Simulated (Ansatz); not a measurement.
# La on W(100): change of the work function, part 2 of 4

How does La on the hollow site change the work function of W(100) as the layer fills?

Ansatz 0.2.0; plane-wave DFT, PBE, Ansatz PAW.

So far, work function, upper face (eV): step 2 (the clean slab) 4.14.

## (3) The covered slab, k-mesh 4×4×1, coverage 0.111 ML

System of this step: LaW45 (La/W(100)). The cell holds 46 atoms: 45 W and 1 La. Cell: a = 9.480 Å, b = 9.480 Å, c = 27.309 Å, α = 90.0°, β = 90.0°, γ = 90.0°. Vacuum lies along c.

The clean slab as it ended is repeated in the plane and the adsorbate is set on one face; the cell's size fixes the coverage, and the k-mesh shrinks with it to keep the sampling density about even. Adsorbate and upper layers relax, since the dipole depends on the height.

The input, input.yaml:

```yaml
crystal:
  lattice:
    - [9.48, 0.0, 0.0]
    - [0.0, 9.48, 0.0]
    - [0.0, 0.0, 27.3087014941]
  atoms:
    - { symbol: W, position: [0.0, 0.0, 0.3295652853] }
    - { symbol: W, position: [0.1666666667, 0.1666666667, 0.387422302] }
    - { symbol: W, position: [0.0, 0.0, 0.4452488734] }
    - { symbol: W, position: [0.1666666667, 0.1666666667, 0.5054720724] }
    - { symbol: W, position: [0.0, 0.0, 0.5578517286] }
    - { symbol: W, position: [0.0, 0.3333333333, 0.3295652853] }
    - { symbol: W, position: [0.1666666667, 0.5, 0.387422302] }
    - { symbol: W, position: [0.0, 0.3333333333, 0.4452488734] }
    - { symbol: W, position: [0.1666666667, 0.5, 0.5054720724] }
    - { symbol: W, position: [0.0, 0.3333333333, 0.5578517286] }
    - { symbol: W, position: [0.0, 0.6666666667, 0.3295652853] }
    - { symbol: W, position: [0.1666666667, 0.8333333333, 0.387422302] }
    - { symbol: W, position: [0.0, 0.6666666667, 0.4452488734] }
    - { symbol: W, position: [0.1666666667, 0.8333333333, 0.5054720724] }
    - { symbol: W, position: [0.0, 0.6666666667, 0.5578517286] }
    - { symbol: W, position: [0.3333333333, 0.0, 0.3295652853] }
    - { symbol: W, position: [0.5, 0.1666666667, 0.387422302] }
    - { symbol: W, position: [0.3333333333, 0.0, 0.4452488734] }
    - { symbol: W, position: [0.5, 0.1666666667, 0.5054720724] }
    - { symbol: W, position: [0.3333333333, 0.0, 0.5578517286] }
    - { symbol: W, position: [0.3333333333, 0.3333333333, 0.3295652853] }
    - { symbol: W, position: [0.5, 0.5, 0.387422302] }
    - { symbol: W, position: [0.3333333333, 0.3333333333, 0.4452488734] }
    - { symbol: W, position: [0.5, 0.5, 0.5054720724] }
    - { symbol: W, position: [0.3333333333, 0.3333333333, 0.5578517286] }
    - { symbol: W, position: [0.3333333333, 0.6666666667, 0.3295652853] }
    - { symbol: W, position: [0.5, 0.8333333333, 0.387422302] }
    - { symbol: W, position: [0.3333333333, 0.6666666667, 0.4452488734] }
    - { symbol: W, position: [0.5, 0.8333333333, 0.5054720724] }
    - { symbol: W, position: [0.3333333333, 0.6666666667, 0.5578517286] }
    - { symbol: W, position: [0.6666666667, 0.0, 0.3295652853] }
    - { symbol: W, position: [0.8333333333, 0.1666666667, 0.387422302] }
    - { symbol: W, position: [0.6666666667, 0.0, 0.4452488734] }
    - { symbol: W, position: [0.8333333333, 0.1666666667, 0.5054720724] }
    - { symbol: W, position: [0.6666666667, 0.0, 0.5578517286] }
    - { symbol: W, position: [0.6666666667, 0.3333333333, 0.3295652853] }
    - { symbol: W, position: [0.8333333333, 0.5, 0.387422302] }
    - { symbol: W, position: [0.6666666667, 0.3333333333, 0.4452488734] }
    - { symbol: W, position: [0.8333333333, 0.5, 0.5054720724] }
    - { symbol: W, position: [0.6666666667, 0.3333333333, 0.5578517286] }
    - { symbol: W, position: [0.6666666667, 0.6666666667, 0.3295652853] }
    - { symbol: W, position: [0.8333333333, 0.8333333333, 0.387422302] }
    - { symbol: W, position: [0.6666666667, 0.6666666667, 0.4452488734] }
    - { symbol: W, position: [0.8333333333, 0.8333333333, 0.5054720724] }
    - { symbol: W, position: [0.6666666667, 0.6666666667, 0.5578517286] }
    - { symbol: La, position: [0.1666666667, 0.1666666667, 0.6704347147] }
kpoints:
  mp_grid: { grid: [4, 4, 1] }
hamiltonian:
  xc: pbe
scf:
  occupations: { method: fermi_dirac, width: 0.1 }
  convergence: { dr2_threshold: 1.0e-08 }
efield:
  axis: 3
  dipole_correction: true
  ramp_position: 0.97
  ramp_width: 0.06
relax:
  f_tol: 0.02
  max_steps: 60
  constraints:
    - { sites: [0, 1, 5, 6, 10, 11, 15, 16, 20, 21, 25, 26, 30, 31, 35, 36, 40, 41] }
output:
  write_potential: true
  write_density: true
  volumetric_format: npy
```

On the command line:

```sh
$ ansatz run input.yaml --threads 4 --pin off --max-ram 16384MiB --backend cpu --events-out ev --progress --plain --runs-dir out
```

Standard output:

```text
[...]
Crystal: 46 atoms, lattice volume = 2454.244 Å³
Basis set: ecut = 420 eV, 47947 PW (Γ), exchange–correlation on 128×128×384 points (8 copies of the dense FFT grid, shifted against one another)
Bands: 385, of which v1, the nominal top of the filled ones, is band 321 counted from 1 (320 counted from 0)
Symmetry: 8 space group operations
[...]
k-points: 6 of 16
[...]
SCF iter   1: F=—  HF=-473521.293755 eV  |F-HF|=—  |Δ(HF+E_count)|=         —  Δρ=7.12e-3  dr2=1.12e1  ethr=1.77e-3  p=0.849 e·Å  D=6.26e-2 V/Å  ΔV_dip=-1.71 eV  dr2_dipole=2.26e0  V_vac-E_F(+/−)=2.71/4.42 eV  ⟨swp⟩=11.5  Hψ=12269  notcnv=0
[...]
SCF iter  15: F=-473520.932668 eV  HF=-473520.932668 eV  |F-HF|=1.63e-9  |Δ(HF+E_count)|=   3.89e-8  Δρ=2.91e-7  dr2=5.10e-9  ethr=1.56e-12  p=0.802 e·Å  D=5.92e-2 V/Å  ΔV_dip=-1.62 eV  dr2_dipole=9.04e-12  V_vac-E_F(+/−)=2.63/4.25 eV  ⟨swp⟩=11.5  Hψ=16429  notcnv=0
SCF 1 converged in 15 iterations: F = -473520.932668 eV  dr2 = 5.10e-9
[...]
relax step   1: F+E_penalty+E_count = -473520.93266781 eV  Δ(F+E_penalty+E_count) = +0.000e0 eV  max|allowed force component| = 2.708e0 eV/Å  Δτ_max = 0.0000 Å  (15 SCF iters, accepted)
[...]
iter 1 solved again at ethr=1.72e-4 eV; its pass at ethr=3.10e-3 eV (dr2=1.10e0 eV) is discarded
SCF iter   1: F=—  HF=-473521.710952 eV  |F-HF|=—  |Δ(HF+E_count)|=         —  Δρ=2.83e-3  dr2=1.29e0  ethr=1.72e-4  p=0.802 e·Å  D=5.92e-2 V/Å  ΔV_dip=-1.62 eV  dr2_dipole=2.23e-1  V_vac-E_F(+/−)=2.64/4.26 eV  ⟨swp⟩=1.3  Hψ=6583  notcnv=0
[...]
eigensolver tolerance schedule calibrated: the retry pair's looser diagonalisation under-reported the residual by θ = 0.14 (0.11/decade); ethr = c·dr2/N_el runs at the constant in force after the calibration composes with the one it found (an armed cap, an earlier calibration), c = 7.7e-2
[...]
SCF iter   2: F=—  HF=-473521.679976 eV  |F-HF|=—  |Δ(HF+E_count)|=   3.10e-2  Δρ=4.82e-3  dr2=8.61e-1  ethr=1.56e-4  p=0.767 e·Å  D=5.66e-2 V/Å  ΔV_dip=-1.54 eV  dr2_dipole=6.41e-2  V_vac-E_F(+/−)=2.71/4.25 eV  ⟨swp⟩=3.2  Hψ=3829  notcnv=0
[...]
SCF iter  13: F=-473521.625468 eV  HF=-473521.625468 eV  |F-HF|=4.54e-9  |Δ(HF+E_count)|=   1.40e-9  Δρ=1.34e-7  dr2=9.99e-10  ethr=1.21e-12  p=0.760 e·Å  D=5.60e-2 V/Å  ΔV_dip=-1.53 eV  dr2_dipole=1.52e-11  V_vac-E_F(+/−)=2.71/4.24 eV  ⟨swp⟩=8.0  Hψ=16295  notcnv=0
SCF 2 converged in 13 iterations: F = -473521.625468 eV  dr2 = 9.99e-10
relax step   2: F+E_penalty+E_count = -473521.62546794 eV  Δ(F+E_penalty+E_count) = -6.928e-1 eV  max|allowed force component| = 2.707e0 eV/Å  Δτ_max = 0.1988 Å  (13 SCF iters, accepted)
SCF iter   1: F=—  HF=-473522.250306 eV  |F-HF|=—  |Δ(HF+E_count)|=         —  Δρ=2.64e-3  dr2=1.78e0  ethr=1.61e-3  p=0.760 e·Å  D=5.60e-2 V/Å  ΔV_dip=-1.53 eV  dr2_dipole=4.35e-1  V_vac-E_F(+/−)=2.73/4.26 eV  ⟨swp⟩=3.8  Hψ=3966  notcnv=0
[...]
SCF iter  10: F=-473522.182473 eV  HF=-473522.182473 eV  |F-HF|=8.15e-10  |Δ(HF+E_count)|=   3.74e-8  Δρ=2.22e-7  dr2=3.12e-9  ethr=1.56e-12  p=0.706 e·Å  D=5.20e-2 V/Å  ΔV_dip=-1.42 eV  dr2_dipole=8.27e-11  V_vac-E_F(+/−)=2.82/4.24 eV  ⟨swp⟩=11.0  Hψ=16274  notcnv=0
SCF 3 converged in 10 iterations: F = -473522.182473 eV  dr2 = 3.12e-9
relax step   3: F+E_penalty+E_count = -473522.18247307 eV  Δ(F+E_penalty+E_count) = -5.570e-1 eV  max|allowed force component| = 2.398e0 eV/Å  Δτ_max = 0.1951 Å  (10 SCF iters, accepted)
[... from here on, the SCF cycles and remarks between the steps are left out ...]
relax step   4: F+E_penalty+E_count = -473522.61460920 eV  Δ(F+E_penalty+E_count) = -4.321e-1 eV  max|allowed force component| = 1.768e0 eV/Å  Δτ_max = 0.1967 Å  (11 SCF iters, accepted)
relax step   5: F+E_penalty+E_count = -473522.91131490 eV  Δ(F+E_penalty+E_count) = -2.967e-1 eV  max|allowed force component| = 1.224e0 eV/Å  Δτ_max = 0.2000 Å  (9 SCF iters, accepted)
relax step   6: F+E_penalty+E_count = -473523.08752731 eV  Δ(F+E_penalty+E_count) = -1.762e-1 eV  max|allowed force component| = 4.265e-1 eV/Å  Δτ_max = 0.2000 Å  (10 SCF iters, accepted)
relax step   7: F+E_penalty+E_count = -473523.16358976 eV  Δ(F+E_penalty+E_count) = -7.606e-2 eV  max|allowed force component| = 3.188e-1 eV/Å  Δτ_max = 0.0743 Å  (10 SCF iters, accepted)
relax step   8: F+E_penalty+E_count = -473523.20827061 eV  Δ(F+E_penalty+E_count) = -4.468e-2 eV  max|allowed force component| = 8.389e-1 eV/Å  Δτ_max = 0.1957 Å  (11 SCF iters, accepted)
relax step   9: F+E_penalty+E_count = -473523.30208369 eV  Δ(F+E_penalty+E_count) = -9.381e-2 eV  max|allowed force component| = 2.983e-1 eV/Å  Δτ_max = 0.1000 Å  (10 SCF iters, accepted)
relax step  10: F+E_penalty+E_count = -473523.34178941 eV  Δ(F+E_penalty+E_count) = -3.971e-2 eV  max|allowed force component| = 5.775e-2 eV/Å  Δτ_max = 0.0426 Å  (10 SCF iters, accepted)
relax step  11: F+E_penalty+E_count = -473523.34222447 eV  Δ(F+E_penalty+E_count) = -4.351e-4 eV  max|allowed force component| = 5.265e-2 eV/Å  Δτ_max = 0.0110 Å  (9 SCF iters, accepted)
SCF iter   1: F=—  HF=-473523.340515 eV  |F-HF|=—  |Δ(HF+E_count)|=         —  Δρ=2.98e-4  dr2=4.00e-3  ethr=2.04e-5  p=0.486 e·Å  D=3.59e-2 V/Å  ΔV_dip=-0.98 eV  dr2_dipole=3.07e-4  V_vac-E_F(+/−)=3.25/4.23 eV  ⟨swp⟩=2.0  Hψ=3687  notcnv=0
[...]
SCF iter   8: F=-473523.343619 eV  HF=-473523.343619 eV  |F-HF|=1.96e-8  |Δ(HF+E_count)|=   9.81e-8  Δρ=3.04e-7  dr2=2.87e-9  ethr=1.56e-12  p=0.487 e·Å  D=3.59e-2 V/Å  ΔV_dip=-0.98 eV  dr2_dipole=5.18e-11  V_vac-E_F(+/−)=3.25/4.23 eV  ⟨swp⟩=11.5  Hψ=17126  notcnv=0
SCF 12 converged in 8 iterations: F = -473523.343619 eV  dr2 = 2.87e-9
relax step  12: F+E_penalty+E_count = -473523.34361900 eV  Δ(F+E_penalty+E_count) = -1.395e-3 eV  max|allowed force component| = 7.255e-3 eV/Å  Δτ_max = 0.0074 Å  (8 SCF iters, accepted)
NSCF: frozen V_eff on 6 k-points
[...]
SCF converged after 8 iterations
Free energy (F): -473523.343619 eV
[...]
Internal energy: -473521.762395 eV  (E = F + TS)
E sigma→0 (E₀):  -473522.553007 eV
Entropy (-TS):   -1.581224 eV (-34.374 meV/atom)
Fermi energy:    4.185707 eV
Dipole field:    D = 0.035897 V/Å  (p = 0.486866 e·Å, saw-weighted, corrected)
Work function:   Φ+ = 3.2521 eV   Φ− = 4.2324 eV
[...]
--- Forces (eV/Å), atoms counted from 1 ---
  atom   1  W      0.01537861     0.01537861     1.28167466
  atom   2  W      0.00000000     0.00000000    -1.35166311
  atom   3  W      0.00334184     0.00334184    -0.00136446
  atom   4  W      0.00000000     0.00000000    -0.00333619
  atom   5  W      0.00162856     0.00162856    -0.00281995
  atom   6  W      0.01537861    -0.01537861     1.28167466
  atom   7  W      0.00000000    -0.00085620    -1.29600921
  atom   8  W      0.00334184    -0.00334184    -0.00136446
  atom   9  W      0.00000000    -0.00079795     0.00233489
  atom  10  W      0.00162856    -0.00162856    -0.00281995
  atom  11  W     -0.08419878     0.00000000     1.25009059
  atom  12  W      0.00000000     0.00085620    -1.29600921
  atom  13  W      0.00061155     0.00000000     0.00500084
  atom  14  W      0.00000000     0.00079795     0.00233489
  atom  15  W      0.00214967     0.00000000     0.00338943
  atom  16  W     -0.01537861     0.01537861     1.28167466
  atom  17  W     -0.00085620     0.00000000    -1.29600921
  atom  18  W     -0.00334184     0.00334184    -0.00136446
  atom  19  W     -0.00079795     0.00000000     0.00233489
  atom  20  W     -0.00162856     0.00162856    -0.00281995
  atom  21  W     -0.01537861    -0.01537861     1.28167466
  atom  22  W     -0.02269919    -0.02269919    -1.18284807
  atom  23  W     -0.00334184    -0.00334184    -0.00136446
  atom  24  W      0.00264276     0.00264276    -0.00286988
  atom  25  W     -0.00162856    -0.00162856    -0.00281995
  atom  26  W      0.08419878     0.00000000     1.25009059
  atom  27  W     -0.02269919     0.02269919    -1.18284807
  atom  28  W     -0.00061155     0.00000000     0.00500084
  atom  29  W      0.00264276    -0.00264276    -0.00286988
  atom  30  W     -0.00214967     0.00000000     0.00338943
  atom  31  W      0.00000000    -0.08419878     1.25009059
  atom  32  W      0.00085620     0.00000000    -1.29600921
  atom  33  W      0.00000000     0.00061155     0.00500084
  atom  34  W      0.00079795     0.00000000     0.00233489
  atom  35  W      0.00000000     0.00214967     0.00338943
  atom  36  W      0.00000000     0.08419878     1.25009059
  atom  37  W      0.02269919    -0.02269919    -1.18284807
  atom  38  W      0.00000000    -0.00061155     0.00500084
  atom  39  W     -0.00264276     0.00264276    -0.00286988
  atom  40  W      0.00000000    -0.00214967     0.00338943
  atom  41  W      0.00000000     0.00000000     1.14380265
  atom  42  W      0.02269919     0.02269919    -1.18284807
  atom  43  W      0.00000000     0.00000000    -0.00725498
  atom  44  W     -0.00264276    -0.00264276    -0.00286988
  atom  45  W      0.00000000     0.00000000    -0.00439296
  atom  46  La    -0.00000000     0.00000000    -0.00347447
  max |Σ_I F_I| component: 3.75e-6 eV/Å
--- Band table (eV; the first three rows and the last of 6) ---
  k-point 0: bands = [... 317 lower, 4.1834, 4.1834, 4.2058, 4.2101, 4.2160, 4.2160, 4.2226, 4.2691, ... 60 higher]
  k-point 1: bands = [... 317 lower, 4.0246, 4.1640, 4.1863, 4.1911, 4.2135, 4.2300, 4.2853, 4.3178, ... 60 higher]
  k-point 2: bands = [... 317 lower, 4.0273, 4.1081, 4.1252, 4.1987, 4.2383, 4.2744, 4.3541, 4.3803, ... 60 higher]
  k-point 5: bands = [... 317 lower, 4.0637, 4.0966, 4.0966, 4.1152, 4.2029, 4.2460, 4.2460, 4.3192, ... 60 higher]
--- Relaxed structure (12 steps of the walk, 12 accepted, 0 SCFs on fresh bases) ---
  F+E_penalty+E_count = -473523.34361900 eV   max|allowed force component| = 7.255e-3 eV/Å
  atoms:
    - { symbol: W, position: [1.666666e-11, 1.666666e-11, 0.329565] }
    - { symbol: W, position: [0.166667, 0.166667, 0.387422] }
    - { symbol: W, position: [0.000181908, 0.000181908, 0.445145] }
    - { symbol: W, position: [0.166667, 0.166667, 0.506611] }
    - { symbol: W, position: [-0.0084216, -0.0084216, 0.559277] }
    - { symbol: W, position: [1.666666e-11, 0.333333, 0.329565] }
    - { symbol: W, position: [0.166667, 0.500000, 0.387422] }
    - { symbol: W, position: [0.000181908, 0.333151, 0.445145] }
    - { symbol: W, position: [0.166667, 0.497857, 0.503854] }
    - { symbol: W, position: [-0.0084216, 0.341755, 0.559277] }
    - { symbol: W, position: [1.666666e-11, 0.666667, 0.329565] }
    - { symbol: W, position: [0.166667, 0.833333, 0.387422] }
    - { symbol: W, position: [-0.000506592, 0.666667, 0.445938] }
    - { symbol: W, position: [0.166667, 0.835477, 0.503854] }
    - { symbol: W, position: [0.023361, 0.666667, 0.560176] }
    - { symbol: W, position: [0.333333, 1.666666e-11, 0.329565] }
    - { symbol: W, position: [0.500000, 0.166667, 0.387422] }
    - { symbol: W, position: [0.333151, 0.000181908, 0.445145] }
    - { symbol: W, position: [0.497857, 0.166667, 0.503854] }
    - { symbol: W, position: [0.341755, -0.0084216, 0.559277] }
    - { symbol: W, position: [0.333333, 0.333333, 0.329565] }
    - { symbol: W, position: [0.500000, 0.500000, 0.387422] }
    - { symbol: W, position: [0.333151, 0.333151, 0.445145] }
    - { symbol: W, position: [0.501723, 0.501723, 0.506103] }
    - { symbol: W, position: [0.341755, 0.341755, 0.559277] }
    - { symbol: W, position: [0.333333, 0.666667, 0.329565] }
    - { symbol: W, position: [0.500000, 0.833333, 0.387422] }
    - { symbol: W, position: [0.333840, 0.666667, 0.445938] }
    - { symbol: W, position: [0.501723, 0.831611, 0.506103] }
    - { symbol: W, position: [0.309973, 0.666667, 0.560176] }
    - { symbol: W, position: [0.666667, 1.666666e-11, 0.329565] }
    - { symbol: W, position: [0.833333, 0.166667, 0.387422] }
    - { symbol: W, position: [0.666667, -0.000506592, 0.445938] }
    - { symbol: W, position: [0.835477, 0.166667, 0.503854] }
    - { symbol: W, position: [0.666667, 0.023361, 0.560176] }
    - { symbol: W, position: [0.666667, 0.333333, 0.329565] }
    - { symbol: W, position: [0.833333, 0.500000, 0.387422] }
    - { symbol: W, position: [0.666667, 0.333840, 0.445938] }
    - { symbol: W, position: [0.831611, 0.501723, 0.506103] }
    - { symbol: W, position: [0.666667, 0.309973, 0.560176] }
    - { symbol: W, position: [0.666667, 0.666667, 0.329565] }
    - { symbol: W, position: [0.833333, 0.833333, 0.387422] }
    - { symbol: W, position: [0.666667, 0.666667, 0.444680] }
    - { symbol: W, position: [0.831611, 0.831611, 0.506103] }
    - { symbol: W, position: [0.666667, 0.666667, 0.557070] }
    - { symbol: La, position: [0.166667, 0.166667, 0.631221] }
```

Run time: 22 min. Hardware: 4 threads of Intel Xeon 6975P-C (Granite Rapids), shared host; peak memory 9.6 GiB; 84 min of CPU time.

Relaxation path:

```
step  energy less that of the first step (eV)  largest force component (eV/Å)
   1                                   0.0000                          2.7082
   2                                  -0.6928                          2.7073
   3                                  -1.2498                          2.3982
   4                                  -1.6819                          1.7680
   5                                  -1.9786                          1.2244
   6                                  -2.1549                          0.4265
   7                                  -2.2309                          0.3188
   8                                  -2.2756                          0.8389
   9                                  -2.3694                          0.2983
  10                                  -2.4091                          0.0577
  11                                  -2.4096                          0.0527
  12                                  -2.4110                          0.0073
```

Forces are held to the 8 operations that the program found; a distortion that breaks them can't arise in this run.

The atoms that moved most (Å):

```csv
atom,dx,dy,dz,length
La46,0.000,0.000,-1.071,1.071
W15,0.221,0.000,0.063,0.230
W35,0.000,0.221,0.063,0.230
W30,-0.221,0.000,0.063,0.230
W40,0.000,-0.221,0.063,0.230
W5,-0.080,-0.080,0.039,0.119
W20,0.080,-0.080,0.039,0.119
W10,-0.080,0.080,0.039,0.119
```

Numbers from this step:

| Item | Value |
| --- | --- |
| energy at zero smearing | -473522.5530 eV |
| work function, upper face | 3.252 eV |
| work function, lower face | 4.232 eV |
| dipole along the normal | 0.4869 e·Å |
| step between the vacuum levels | -0.9803 eV |

Running mean over 1.58 Å of the planar mean; the ramp of the sawtooth is left out. Electron's electrostatic potential energy less the Fermi level against z:

```
z (Å)  electron's electrostatic potential energy less the Fermi level (eV)
  3.5                                                                 4.23
  4.0                                                                 4.23
  4.5                                                                 4.23
  5.0                                                                 4.22
  5.5                                                                 4.20
  6.0                                                                 4.14
  6.5                                                                 3.95
  7.0                                                                 3.39
  7.5                                                                 1.68
  8.0                                                                -2.58
  8.5                                                                -7.97
  9.0                                                                -11.3
  9.5                                                                -12.1
 10.0                                                                -12.3
 10.5                                                                -12.5
 11.0                                                                -12.6
 11.5                                                                -12.6
 12.0                                                                -12.6
 12.5                                                                -12.3
 13.0                                                                -12.2
 13.5                                                                -12.4
 14.0                                                                -13.1
 14.5                                                                -13.4
 15.0                                                                -12.7
 15.5                                                                -10.5
 16.0                                                                -6.13
 16.5                                                                -1.46
 17.0                                                                0.899
 17.5                                                                 1.69
 18.0                                                                 2.28
 18.5                                                                 2.79
 19.0                                                                 3.11
 19.5                                                                 3.20
 20.0                                                                 3.24
 20.5                                                                 3.25
 21.0                                                                 3.25
 21.5                                                                 3.25
 22.0                                                                 3.25
 22.5                                                                 3.25
 23.0                                                                 3.25
 23.5                                                                 3.25
 24.0                                                                 3.25
```

The relaxation took 12 steps and lowered the energy by 2.4 eV; the largest force on the free atoms ends at 0.0073 eV/Å.

The covered face has 3.25 eV, -0.89 eV against the clean one; the bare back face has moved by -0.02 eV, a measure of how thin the slab is.

(Part 2 of 4 ends here.)

[Long decimals in the printed logs are rounded to 6 places.]

[Logs are printed without paths, hosts, clocks, repeated set-up lines and the standing remarks that a program may print on its own settings, such as how far it seeks lower states.]

[Hosts, paths, dates, database ids (printed as entryN), source tags and the programs' standing remarks are cut or masked in the printed files.]

[Maps of the electrostatic potential energy from Ansatz leave out the sawtooth potential of an applied field or a dipole correction, so their vacuum need not be flat; planar profiles and work functions include it.]
